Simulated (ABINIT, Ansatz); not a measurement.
# How the form of the self-energy moves the gap of SiO2 (P6_222)

Wanted: the gap of SiO2 (P6_222) under several approximations, with cost.

Main program and level: ABINIT 10.8.3; LDA and many-body steps on it, plane waves.

The database entry behind the starting cell is an old determination (1926), so it need not match the best structure at ambient conditions.

## (1) The starting structure

Symmetry: P6_222, No. 180, hexagonal system. Conventional cell: a = 5.013 Å, b = 5.013 Å, c = 5.470 Å, α = 90.00°, β = 90.00°, γ = 120.00°. Nearest to Si lie 4 O at 1.62 Å. O has 2 Si at 1.62 Å nearest. Farther neighbours and most contacts between anions are not listed.

Coordinates:

```cif
data_structure
_symmetry_space_group_name_H-M 'P 1'
_symmetry_Int_Tables_number 1
_cell_length_a 5.0130
_cell_length_b 5.0130
_cell_length_c 5.4700
_cell_angle_alpha 90.000
_cell_angle_beta 90.000
_cell_angle_gamma 120.000
_cell_volume 119.05
loop_
_atom_site_label
_atom_site_type_symbol
_atom_site_fract_x
_atom_site_fract_y
_atom_site_fract_z
_atom_site_occupancy
Si1 Si 0.50000 0.50000 0.33333 1
Si2 Si 0.00000 0.50000 0.66667 1
Si3 Si 0.50000 0.00000 0.00000 1
O4 O 0.19700 0.80300 0.83333 1
O5 O 0.39400 0.19700 0.16667 1
O6 O 0.19700 0.39400 0.50000 1
O7 O 0.80300 0.19700 0.83333 1
O8 O 0.60600 0.80300 0.16667 1
O9 O 0.80300 0.60600 0.50000 1
```

The cell and positions come from the Crystallography Open Database and are kept as given unless a step says otherwise.

## (2) Empty states on the mesh, 3×3×2 mesh, 237 bands

This step: ABINIT 10.8.3; DFT, LDA, plane waves, norm-conserving pseudopotentials.

The sums over transitions need many empty states on a uniform mesh; this step solves for them.

Input file run.abi:

```
acell 3*1.0 Angstrom
rprim 
  5.013000000017 -0.000000000004 0.000000000000
  -2.506500000005 4.341385349188 0.000000000000
  0.000000000000 0.000000000000 5.470000000000
ntypat 2
znucl 14 8
natom 9
typat 1 1 1 2 2 2 2 2 2
xred 
  0.500000000000 0.500000000000 0.333333333333
  0.000000000000 0.500000000000 0.666666666667
  0.500000000000 0.000000000000 -0.000000000000
  0.197000000000 0.803000000000 0.833333333333
  0.394000000000 0.197000000000 0.166666666667
  0.197000000000 0.394000000000 0.500000000000
  0.803000000000 0.197000000000 0.833333333333
  0.606000000000 0.803000000000 0.166666666667
  0.803000000000 0.606000000000 0.500000000000
pp_dirpath "pseudos"
pseudos "Si.upf, O.upf"
ecut 36
ngkpt 3 3 2
nshiftk 1
shiftk 0 0 0
kptopt 1
chksymbreak 0
iscf -2
irdden 1
istwfk *1
nband 237
nbdbuf 20
tolwfr 1e-09
nstep 60
prtvol 0
indata_prefix "in"
outdata_prefix "out"
tmpdata_prefix "tmp"
```

Launch:

```sh
$ OMP_NUM_THREADS=1 mpirun -n 4 abinit run.abi > log
```

Numbers of over 12 decimals in the logs are rounded to 6 here.

The log of the run:

```text
.Version 10.8.3 of ABINIT. v10.8.2 released Aug 2026.

 Symmetries : space group P6_2 2 2 (#180); Bravais hP (primitive hexag.)
[... echo of the input left out ...]
== DATASET  1 ==================================================================
-   mpi_nproc: 4, omp_nthreads: 1 (-1 if OMP is not activated)

--- !DatasetInfo
iteration_state: {dtset: 1, }
dimensions: {natom: 9, nkpt: 6, mband: 237, nsppol: 1, nspinor: 1, nspden: 1, mpw: 8320, }
cutoff_energies: {ecut:  36.0, pawecutdg:  -1.0, }
[...]
2.76609    2.76609    2.76950    2.76950    2.78441    2.78441    2.78646    2.78829
   2.84051    2.84051    2.86174    2.86174    2.87390    2.87391    2.90378    2.90506
   2.91144    2.92917    2.93459    2.93923    2.94002
 prteigrs : prtvol=0 or 1, do not print more k-points.

== END DATASET(S) ==============================================================
================================================================================

 -outvars: echo values of variables after computation  --------
            nband         237
             nkpt           6
          spgroup         180
 [... the other variables as echoed above ...]

 Calculation completed.
```

Wall time 2.5 min (4 MPI ranks of Arm Neoverse V2, shared host); peak memory 0.55 GiB; 10 min of CPU time.

Numbers from this step:

- gap: 5.373 eV
- k of the valence top: 0, 0, 0.5
- k of the conduction bottom: 0, 0, 0
- least direct gap: 5.488 eV
- k points computed: 6
- lowest point of the top converged band, above the valence top: 74.7948 eV

On this mesh the gap is 5.373 eV.

The density comes from a self-consistent run that is not shown.

## (3) Screening, 3×3×2 mesh, 102 bands, screening to 114.3 eV

The RPA dielectric matrix is built and inverted for each q.

This step: RPA screening on LDA, plane waves, norm-conserving pseudopotentials.

run.abi, as its differences from that of step 2:

```diff
@@ -27,10 +27,11 @@
 chksymbreak 0
-iscf -2
-irdden 1
 istwfk *1
-nband 237
-nbdbuf 20
-tolwfr 1e-09
-nstep 60
-prtvol 0
+occopt 1
+irdwfk 1
+optdriver 3
+nband 102
+ecuteps 4.2
+inclvkb 2
+awtr 1
+symchi 1
 indata_prefix "in"
```

The log of the run:

```text
.Version 10.8.3 of ABINIT. v10.8.2 released Aug 2026.

 Symmetries : space group P6_2 2 2 (#180); Bravais hP (primitive hexag.)
[... echo of the input left out ...]
== DATASET  1 ==================================================================
-   mpi_nproc: 4, omp_nthreads: 1 (-1 if OMP is not activated)

--- !DatasetInfo
iteration_state: {dtset: 1, }
dimensions: {natom: 9, nkpt: 6, mband: 102, nsppol: 1, nspinor: 1, nspden: 1, mpw: 8320, }
cutoff_energies: {ecut:  36.0, pawecutdg:  -1.0, }
electrons: {nelect:   4.80000000E+01, charge:   0.00000000E+00, occopt:   1.00000000E+00, tsmear:   1.00000000E-02, }

 SCREENING: Calculation of the susceptibility and dielectric matrices

 Based on a program developped by R.W. Godby, V. Olevano, G. Onida, and L. Reining.
 Incorporated in ABINIT by V. Olevano, G.-M. Rignanese, and M. Torrent.
.Using double precision arithmetic ; gwpc =  8

[... cell and pseudopotentials left out ...]
--------------------------------------------------------------------------------

 ==== K-mesh for the wavefunctions ====
 Number of points in the irreducible wedge :     6
[... list of points left out ...]
 Together with 12 symmetry operations and time-reversal symmetry
 yields    18 points in the full Brillouin Zone.

 ==== Q-mesh for the screening function ====
 Number of points in the irreducible wedge :     6
[... list of points left out ...]
 Together with 12 symmetry operations and time-reversal symmetry
 yields    18 points in the full Brillouin Zone.

 setmesh: FFT mesh size selected  =    36x   36x   45
          total number of points  =        58320

 vcoul_init : cutoff-mode = AUXILIARY_FUNCTION
 q-points for optical limit:   1
     1)      0.000010    0.000020    0.000030

- screening: taking advantage of time-reversal symmetry
- Maximum band index for partially occupied states nbvw = 24
- Remaining bands to be divided among processors   nbcw = 78
- Number of bands treated by each node ~19

 Number of electrons calculated from density =   48.0000; Expected =   48.0000
 average of density, n =  0.059749
 r_s =    1.5868
 omega_plasma =   23.5788 [eV]

 calculating chi0 at frequencies [eV] :
  1    0.000000E+00    0.000000E+00
  2    0.000000E+00    2.357877E+01

--------------------------------------------------------------------------------
  q-point number  1        q = ( 0.000000, 0.000000, 0.000000) [r.l.u.]
--------------------------------------------------------------------------------
[... chi0 elements left out ...]
 For q-point:  0.000010 0.000020 0.000030
  dielectric constant =   2.3553
  dielectric constant without local fields =   2.5468

  Average fulfillment of the sum rule on Im[epsilon] for q-point    1 :     45.07  [%]
[... wings left out ...]
  q-point number  2        q = ( 0.333333, 0.000000, 0.000000) [r.l.u.]
--------------------------------------------------------------------------------
[... chi0 elements left out ...]
  Average fulfillment of the sum rule on Im[epsilon] for q-point    2 :     53.77  [%]

 [... 4 further q-points ...]
```

Wall time 48 s (4 MPI ranks); peak memory 1.7 GiB; 3.2 min of CPU time.

This step gave:

| Item | Value |
| --- | --- |
| ε∞ with local fields, on this mesh, along the program's q direction | 2.355 |
| the same without local fields | 2.547 |
| plasma frequency | 23.58 eV |
| plane waves in the screening matrix | 339 |

Local fields lower ε∞ by 8 %. On a Γ-centred mesh this coarse the value itself is usually too large, while a short band sum pulls it down.

## (4) G0W0, Godby-Needs plasmon pole

The self-energy is evaluated for the states that the input lists, and the levels follow from it, in one-shot runs by the linearised quasiparticle equation.

This step: G0W0 on LDA, plane waves, norm-conserving pseudopotentials.

run.abi, as its differences from that of step 3:

```diff
@@ -30,8 +30,17 @@
 irdwfk 1
-optdriver 3
+optdriver 4
 nband 102
+gwcalctyp 0
+ecutsigx 36
+symsigma 1
+nkptgw 2
+kptgw 
+  0.0000000000 0.0000000000 0.5000000000
+  0.0000000000 0.0000000000 0.0000000000
+bdgw 
+  23 26
+  22 27
 ecuteps 4.2
-inclvkb 2
-awtr 1
-symchi 1
+irdscr 1
+ppmodel 1
 indata_prefix "in"
```

The log of the run:

```text
.Version 10.8.3 of ABINIT. v10.8.2 released Aug 2026.

 Symmetries : space group P6_2 2 2 (#180); Bravais hP (primitive hexag.)
[... echo of the input left out ...]
== DATASET  1 ==================================================================
-   mpi_nproc: 4, omp_nthreads: 1 (-1 if OMP is not activated)

--- !DatasetInfo
iteration_state: {dtset: 1, }
dimensions: {natom: 9, nkpt: 6, mband: 102, nsppol: 1, nspinor: 1, nspden: 1, mpw: 8320, }
cutoff_energies: {ecut:  36.0, pawecutdg:  -1.0, }
electrons: {nelect:   4.80000000E+01, charge:   0.00000000E+00, occopt:   1.00000000E+00, tsmear:   1.00000000E-02, }

 SIGMA: Calculation of the GW corrections

 Based on a program developped by R.W. Godby, V. Olevano, G. Onida, and L. Reining.
 Incorporated in ABINIT by V. Olevano, G.-M. Rignanese, and M. Torrent.
.Using double precision arithmetic ; gwpc =  8

[... cell and pseudopotentials left out ...]
--------------------------------------------------------------------------------

 ==== K-mesh for the wavefunctions ====
 Number of points in the irreducible wedge :     6
[... list of points left out ...]
 Together with 12 symmetry operations and time-reversal symmetry
 yields    18 points in the full Brillouin Zone.

 ==== Q-mesh for screening function ====
 Number of points in the irreducible wedge :     6
[... list of points left out ...]
 Together with 12 symmetry operations and time-reversal symmetry
 yields    18 points in the full Brillouin Zone.

 vcoul_init : cutoff-mode = AUXILIARY_FUNCTION
 q-points for optical limit:   1
     1)      0.000010    0.000020    0.000030
 setmesh: FFT mesh size selected  =    45x   45x   60
          total number of points  =       121500

 Number of electrons calculated from density =   48.0000; Expected =   48.0000
 average of density, n =  0.059749
 r_s =    1.5868
 omega_plasma =   23.5788 [eV]

 === KS Band Gaps ===
  >>>> For spin  1
   Minimum direct gap =   5.4877 [eV], located at k-point      :   0.0000  0.0000  0.0000
   Fundamental gap    =   5.3731 [eV], Top of valence bands at :   0.0000  0.0000  0.5000
                                       Bottom of conduction at :   0.0000  0.0000  0.0000
 SIGMA fundamental parameters:
 PLASMON POLE MODEL  1
 number of plane-waves for SigmaX                 8277
 number of plane-waves for SigmaC and W            339
 number of plane-waves for wavefunctions          8277
 number of bands                                   102
 number of independent spin polarizations            1
 number of spinorial components                      1
 number of k-points in IBZ                           6
 number of q-points in IBZ                           6
 number of symmetry operations                      12
 number of k-points in BZ                           18
 number of q-points in BZ                           18
 number of frequencies for dSigma/dE                 9
 frequency step for dSigma/dE [eV]                0.25
 number of omega for Sigma on real axis              0
 max omega for Sigma on real axis  [eV]           0.00
 zcut for avoiding poles [eV]                     0.10

 EPSILON^-1 parameters (SCR file):
 dimension of the eps^-1 matrix on file            339
 dimension of the eps^-1 matrix used               339
 number of plane-waves for wavefunctions          8277
 number of bands                                   102
 number of q-points in IBZ                           6
 number of frequencies                               2
 number of real frequencies                          1
 number of imag frequencies                          1

 matrix elements of self-energy operator (all in [eV])

 Perturbative Calculation

--- !SelfEnergy_ee
iteration_state: {dtset: 1, }
kpoint     : [   0.000,    0.000,    0.500, ]
spin       : 1
KS_gap     :    7.208
QP_gap     :   10.345
Delta_QP_KS:    3.137
data: !SigmaeeData |
     Band     E0 <VxcDFT>   SigX SigC(E0)      Z dSigC/dE  Sig(E)    E-E0       E
       23  -0.181 -19.875 -25.701   4.373   0.813  -0.230 -21.057  -1.181  -1.363
       24  -0.181 -19.875 -25.701   4.373   0.813  -0.230 -21.057  -1.181  -1.363
       25   7.027 -12.012  -7.075  -2.669   0.862  -0.159 -10.056   1.955   8.983
       26   7.027 -12.012  -7.075  -2.669   0.862  -0.159 -10.056   1.955   8.983

--- !SelfEnergy_ee
iteration_state: {dtset: 1, }
kpoint     : [   0.000,    0.000,    0.000, ]
spin       : 1
KS_gap     :    5.488
QP_gap     :    8.336
Delta_QP_KS:    2.848
data: !SigmaeeData |
     Band     E0 <VxcDFT>   SigX SigC(E0)      Z dSigC/dE  Sig(E)    E-E0       E
       22  -0.677 -19.048 -24.867   4.261   0.814  -0.228 -20.317  -1.269  -1.946
       23  -0.677 -19.048 -24.867   4.261   0.814  -0.228 -20.317  -1.269  -1.946
       24  -0.296 -19.821 -25.621   4.348   0.813  -0.230 -21.002  -1.181  -1.477
       25   5.192 -10.597  -5.927  -2.757   0.872  -0.147  -8.930   1.667   6.859
       26   8.457 -11.660  -6.244  -2.900   0.861  -0.162  -9.495   2.165  10.622
       27   8.457 -11.660  -6.244  -2.900   0.861  -0.162  -9.495   2.165  10.622

== END DATASET(S) ==============================================================
================================================================================

 -outvars: echo values of variables after computation  --------
           etotal      0.0000000000E+00
            nband         102
             nkpt           6
          spgroup         180
 [... the other variables as echoed above ...]

 Calculation completed.
```

Wall time 10 s (4 MPI ranks); peak memory 1.2 GiB; 41 s of CPU time.

Numbers from this step:

```yaml
g0w0_gap_on_the_points_computed: 8.222 eV
starting_gap_on_the_mesh: 5.373 eV
k_of_the_valence_top: 0, 0, 0.5
k_of_the_conduction_bottom: 0, 0, 0
z_at_the_valence_top: 0.813
z_at_the_conduction_bottom: 0.872
least_direct_g0w0_gap_on_the_computed_points: 8.336 eV
```

The gap on the mesh goes from 5.37 eV to 8.22 eV, a correction of +2.85 eV.

## (5) G0W0, von der Linden-Horsch plasmon pole

run.abi, as its differences from that of step 4:

```diff
@@ -44,3 +44,3 @@
 irdscr 1
-ppmodel 1
+ppmodel 3
 indata_prefix "in"
```

The log of the run:

```text
.Version 10.8.3 of ABINIT. v10.8.2 released Aug 2026.

 Symmetries : space group P6_2 2 2 (#180); Bravais hP (primitive hexag.)
[... echo of the input left out ...]
== DATASET  1 ==================================================================
-   mpi_nproc: 4, omp_nthreads: 1 (-1 if OMP is not activated)

--- !DatasetInfo
iteration_state: {dtset: 1, }
dimensions: {natom: 9, nkpt: 6, mband: 102, nsppol: 1, nspinor: 1, nspden: 1, mpw: 8320, }
cutoff_energies: {ecut:  36.0, pawecutdg:  -1.0, }
electrons: {nelect:   4.80000000E+01, charge:   0.00000000E+00, occopt:   1.00000000E+00, tsmear:   1.00000000E-02, }

 SIGMA: Calculation of the GW corrections

 Based on a program developped by R.W. Godby, V. Olevano, G. Onida, and L. Reining.
 Incorporated in ABINIT by V. Olevano, G.-M. Rignanese, and M. Torrent.
.Using double precision arithmetic ; gwpc =  8

[... cell and pseudopotentials left out ...]
--------------------------------------------------------------------------------

 ==== K-mesh for the wavefunctions ====
 Number of points in the irreducible wedge :     6
[... list of points left out ...]
 Together with 12 symmetry operations and time-reversal symmetry
 yields    18 points in the full Brillouin Zone.

 ==== Q-mesh for screening function ====
 Number of points in the irreducible wedge :     6
[... list of points left out ...]
 Together with 12 symmetry operations and time-reversal symmetry
 yields    18 points in the full Brillouin Zone.

 vcoul_init : cutoff-mode = AUXILIARY_FUNCTION
 q-points for optical limit:   1
     1)      0.000010    0.000020    0.000030
 setmesh: FFT mesh size selected  =    45x   45x   60
          total number of points  =       121500

 Number of electrons calculated from density =   48.0000; Expected =   48.0000
[...]
number of omega for Sigma on real axis              0
 max omega for Sigma on real axis  [eV]           0.00
 zcut for avoiding poles [eV]                     0.10

 EPSILON^-1 parameters (SCR file):
 dimension of the eps^-1 matrix on file            339
 dimension of the eps^-1 matrix used               339
 number of plane-waves for wavefunctions          8277
 number of bands                                   102
 number of q-points in IBZ                           6
 number of frequencies                               2
 number of real frequencies                          1
 number of imag frequencies                          1

 matrix elements of self-energy operator (all in [eV])

 Perturbative Calculation

--- !SelfEnergy_ee
iteration_state: {dtset: 1, }
kpoint     : [   0.000,    0.000,    0.500, ]
spin       : 1
KS_gap     :    7.208
QP_gap     :   10.537
Delta_QP_KS:    3.329
data: !SigmaeeData |
     Band     E0 <VxcDFT>   SigX SigC(E0)      Z dSigC/dE  Sig(E)    E-E0       E
       23  -0.181 -19.875 -25.701   4.312   0.883  -0.132 -21.213  -1.338  -1.519
       24  -0.181 -19.875 -25.701   4.312   0.883  -0.132 -21.213  -1.338  -1.519
       25   7.027 -12.012  -7.075  -2.760   0.915  -0.093 -10.021   1.991   9.018
[...]
--- !SelfEnergy_ee
iteration_state: {dtset: 1, }
kpoint     : [   0.000,    0.000,    0.000, ]
spin       : 1
KS_gap     :    5.488
QP_gap     :    8.439
Delta_QP_KS:    2.952
data: !SigmaeeData |
     Band     E0 <VxcDFT>   SigX SigC(E0)      Z dSigC/dE  Sig(E)    E-E0       E
[...]
26   8.457 -11.660  -6.244  -2.992   0.914  -0.094  -9.445   2.215  10.672
       27   8.457 -11.660  -6.244  -2.992   0.914  -0.094  -9.445   2.215  10.672

== END DATASET(S) ==============================================================
================================================================================

 -outvars: echo values of variables after computation  --------
           etotal      0.0000000000E+00
            nband         102
             nkpt           6
          spgroup         180
 [... the other variables as echoed above ...]

 Calculation completed.
```

Wall time 6.4 s (4 MPI ranks); peak memory 1.1 GiB; 25 s of CPU time.

This step gave:

- G0W0 gap on the points computed: 8.321 eV
- starting gap on the mesh: 5.373 eV
- k of the valence top: 0, 0, 0.5
- k of the conduction bottom: 0, 0, 0
- Z at the valence top: 0.883
- Z at the conduction bottom: 0.92
- least direct G0W0 gap on the computed points: 8.44 eV

Against G0W0 in ABINIT (3×3×2 mesh, 102 bands, screening to 114.3 eV, Godby-Needs plasmon pole), the gap moves by +0.099 eV.

## (6) G0W0, Engel-Farid plasmon pole

run.abi, as its differences from that of step 5:

```diff
@@ -44,3 +44,3 @@
 irdscr 1
-ppmodel 3
+ppmodel 4
 indata_prefix "in"
```

The log of the run:

```text
.Version 10.8.3 of ABINIT. v10.8.2 released Aug 2026.

 Symmetries : space group P6_2 2 2 (#180); Bravais hP (primitive hexag.)
[... echo of the input left out ...]
== DATASET  1 ==================================================================
-   mpi_nproc: 4, omp_nthreads: 1 (-1 if OMP is not activated)

--- !DatasetInfo
iteration_state: {dtset: 1, }
dimensions: {natom: 9, nkpt: 6, mband: 102, nsppol: 1, nspinor: 1, nspden: 1, mpw: 8320, }
cutoff_energies: {ecut:  36.0, pawecutdg:  -1.0, }
[...]
Band     E0 <VxcDFT>   SigX SigC(E0)      Z dSigC/dE  Sig(E)    E-E0       E
[...]
26   8.457 -11.660  -6.244  -2.922   0.874  -0.144  -9.480   2.180  10.636
       27   8.457 -11.660  -6.244  -2.922   0.874  -0.144  -9.480   2.180  10.636

== END DATASET(S) ==============================================================
================================================================================

 -outvars: echo values of variables after computation  --------
           etotal      0.0000000000E+00
            nband         102
             nkpt           6
          spgroup         180
 [... the other variables as echoed above ...]

 Calculation completed.
```

The job ended after 6.4 s (4 MPI ranks; peak memory 1.1 GiB).

Numbers from this step:

* G0W0 gap on the points computed: 8.224 eV
* starting gap on the mesh: 5.373 eV
* k of the valence top: 0, 0, 0.5
* k of the conduction bottom: 0, 0, 0
* least direct G0W0 gap on the computed points: 8.34 eV

Against G0W0 in ABINIT (3×3×2 mesh, 102 bands, screening to 114.3 eV, Godby-Needs plasmon pole), the gap moves by +0.002 eV.

(Continued in part 2 of 2.)

[Paths, hosts, dates, memory and timing lines, banners, echoed tables and standing remarks are left out of the program output.]

[Logs are printed without paths, hosts, clocks, repeated set-up lines and the standing remarks that a program may print on its own settings, such as how far it seeks lower states.]

[Runs of the session that timed out or met a known fault of the program may be left out.]

[No measured gap is set beside runs whose start may be inverted or whose files or cutoffs have a known fault.]

[Hosts, paths, dates, database ids (printed as entryN), source tags and the programs' standing remarks are cut or masked in the printed files.]

[G0W0 gaps are taken among the corrected bands and points alone; a level outside them can change the order at an edge.]

[Where Ansatz stands beside ABINIT at settings called matched, ABINIT's density can come from a denser mesh and the files from another edition; pairs whose starting gaps differed by over 0.03 eV were left out, so agreement reads better than it is.]
